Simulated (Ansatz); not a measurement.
Rows from a G0W0 calculation on MoSi2N4/MoSi2N4 (MoSi2N4 type bilayer) (Ansatz 0.2.0; G0W0 on PBE, plane waves, PAW; PAW set soft_1; 6×6×1 mesh, 381 empty bands, screening to 55 eV, PAW set soft_1 files), in eV. Spin-orbit coupling is left out.

```csv
row,k,band,start,Σx,Σc at the solution,Vxc
A,"(0.333, 0.333, 0.000)",v1,-5.704,-20.898,1.281,-19.987
B,Γ,v2,-5.412,-21.009,1.401,-19.924
C,Γ,v1,-5.306,-21.157,1.478,-20.011
D,Γ,c3,-2.562,-15.232,-3.814,-20.210
E,Γ,c1,-2.562,-15.227,-3.815,-20.206
F,"(0.333, 0.333, 0.000)",c1,-3.605,-17.225,-3.244,-21.558
```

Question: Give the quasiparticle energies and the shift of each level.

The quasiparticle equation reads E = start + Σx + Σc(E) − Vxc.

```csv
row,E (eV),shift (eV)
A,-5.334,+0.370
B,-5.096,+0.316
C,-4.973,+0.332
D,-1.397,+1.164
E,-1.398,+1.164
F,-2.516,+1.089
```

The gap over the computed points goes from 1.70 eV to 2.46 eV.

Limits: not at the basis limit; coarse mesh for a sheet; no spin-orbit coupling.

[Paths, hosts, dates, memory and timing lines, banners, echoed tables and standing remarks are left out of the program output.]

[Logs are printed without paths, hosts, clocks, repeated set-up lines and the standing remarks that a program may print on its own settings, such as how far it seeks lower states.]

[Runs of the session that timed out or met a known fault of the program may be left out.]

[Cells called generated may have been cut or substituted from an entry of the Crystallography Open Database or the Materials Project.]

[Hosts, paths, dates, database ids (printed as entryN), source tags and the programs' standing remarks are cut or masked in the printed files.]
